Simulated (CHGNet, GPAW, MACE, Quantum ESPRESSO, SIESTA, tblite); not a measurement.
# Which run comes nearest? Be(0001) slab with a vacancy pit (68 atoms)

The cell holds 68 atoms: 68 Be. Cell: a = 6.858 Å, b = 9.144 Å, c = 20.960 Å, α = 90.0°, β = 90.0°, γ = 60.0°. It derives from Be (hcp). Hcp Be (a = 2.286 Å, c = 3.584 Å), (0001) slab of 3 repeat layers, 3 x 4 surface cells, 12 Å of vacuum; top layer removed within 2.31 Å of one point (a pit); atoms within 3.23 Å of the bottom held; every coordinate displaced by a Gaussian of 0.05 Å. Then every atom was moved at random, 0.02 Å r.m.s. a Cartesian component. Vacuum lies along c.

Geometry: as built.

The reference, a calculation:

* method: Kohn-Sham DFT, PBE, SSSP efficiency 1.3.0 pseudopotentials, plane waves (Quantum ESPRESSO 7.5); sssp-pbe-1.3.0-efficiency, cutoffs 45/360 Ry, Γ point
* r.m.s. force component: 0.4591 eV/Å
* longest force: 1.582 eV/Å
* time: 84 s on 4 MPI ranks of Arm Neoverse V1, shared host
* CPU time: 5.6 min

**Question.** The same geometry is run in other programs. How far does each lie from the reference, and what does it cost?
- GPAW PBE, LCAO dzp, h 0.28 Å (GPAW 26.7.0; 1 thread)
- tblite GFN1-xTB (tblite 0.8.0; 1 thread)
- QE PBE, sssp-1.3.0-efficiency, 45/360 Ry, paro (Quantum ESPRESSO 7.5; 2 MPI ranks)
- GPAW PBE, LCAO dzp, h 0.2 Å, other mixer settings (GPAW 26.7.0; 1 thread)
- GPAW PBE, LCAO dzp, h 0.2 Å (GPAW 26.7.0; 1 thread)
- QE PBE, sg15-1.2, 80/320 Ry (Quantum ESPRESSO 7.5; 1 thread)
- SIESTA PBE, DZ, shift 0.01 Ry, mesh 300 Ry (SIESTA 5.4.2; 1 thread)
- CHGNet r2SCAN potential (CHGNet r2SCAN; 1 thread)
- GPAW PBE, LCAO sz(dzp), h 0.2 Å (GPAW 26.7.0; 1 thread)
- MACE MP-0b2 small potential (MACE MP-0b2 small; 1 thread)

Differences are against the plane-wave reference, forces as r.m.s. over components; share is that over the reference's r.m.s. force, slope the least-squares factor from reference forces to these. Total energies of different programs have different zeros and aren't compared.

| run | Δ force, r.m.s. (meV/Å) | share (%) | slope | cores | CPU time | memory (GiB) |
| --- | --- | --- | --- | --- | --- | --- |
| reference | - | - | - | 4 | 5.6 min | 2.8 |
| GPAW PBE, LCAO dzp, h 0.28 Å (coarse) | 125 | 27.2 | 1.169 | 1 | 42 s | 0.32 |
| tblite GFN1-xTB | 433 | 94.2 | 0.793 | 1 | 2.5 s | 0.1 |
| QE PBE, sssp-1.3.0-efficiency, 45/360 Ry, paro | 0.637 | 0.139 | 1.000 | 2 | 8.3 min | 2.7 |
| GPAW PBE, LCAO dzp, h 0.2 Å, other mixer settings | 127 | 27.6 | 1.173 | 1 | 2.1 min | 0.62 |
| GPAW PBE, LCAO dzp, h 0.2 Å | 127 | 27.6 | 1.174 | 1 | 81 s | 0.67 |
| QE PBE, sg15-1.2, 80/320 Ry | 3.55 | 0.774 | 0.999 | 1 | 8.5 min | 1.3 |
| SIESTA PBE, DZ, shift 0.01 Ry, mesh 300 Ry (coarse) | 2575 | 561 | 1.913 | 1 | 57 s | 0.45 |
| CHGNet r2SCAN potential | 295 | 64.2 | 0.422 | 1 | 4.6 s | 1.4 |
| GPAW PBE, LCAO sz(dzp), h 0.2 Å (coarse) | 1994 | 434 | 1.612 | 1 | 16 s | 0.55 |
| MACE MP-0b2 small potential | 206 | 44.9 | 0.834 | 1 | 6.7 s | 0.66 |

Rows marked coarse were listed beforehand as settings not expected to be converged; some can still land near the reference.

Times of the machine-learned potentials are mostly Python's start and the loading of weights.

CPU time is summed over cores on a shared host, where runs went side by side, so it is rough. Symmetry, cutoffs, thresholds, outputs and thread counts weren't matched or tuned between programs; memory under MPI is the largest rank's times the ranks.

PBE on plane waves or a grid with other potentials, cutoffs or grids, coarse settings apart, differs from the reference by 0.77 % (QE PBE, sg15-1.2, 80/320 Ry) of the r.m.s. force; this holds the reference's own error, so differences of a few per cent don't tell which side is nearer the exact PBE result. With the reference's own potentials and cutoffs, another solver or threshold moves forces by 0.14 % (QE PBE, sssp-1.3.0-efficiency, 45/360 Ry, paro). The PBE runs in local orbitals, coarse settings apart, differ by 28 % in each run; basis, grid and potentials can all enter. Tight binding differs by 94 % (tblite GFN1-xTB); it is another model, with fitted parameters of its own, and the xTB methods hold dispersion. Periodic xTB results under one method name differ between programs and library versions. Machine-learned potentials mimic data converged in k, so the reference's own k-point error enters their differences. The electronic-structure runs sample only Γ, in a cell whose shortest periodic width is 6 Å, which is coarse for a cell with partly filled levels.

[Hosts, paths, dates, database ids (printed as entryN), source tags and the programs' standing remarks are cut or masked in the printed files.]
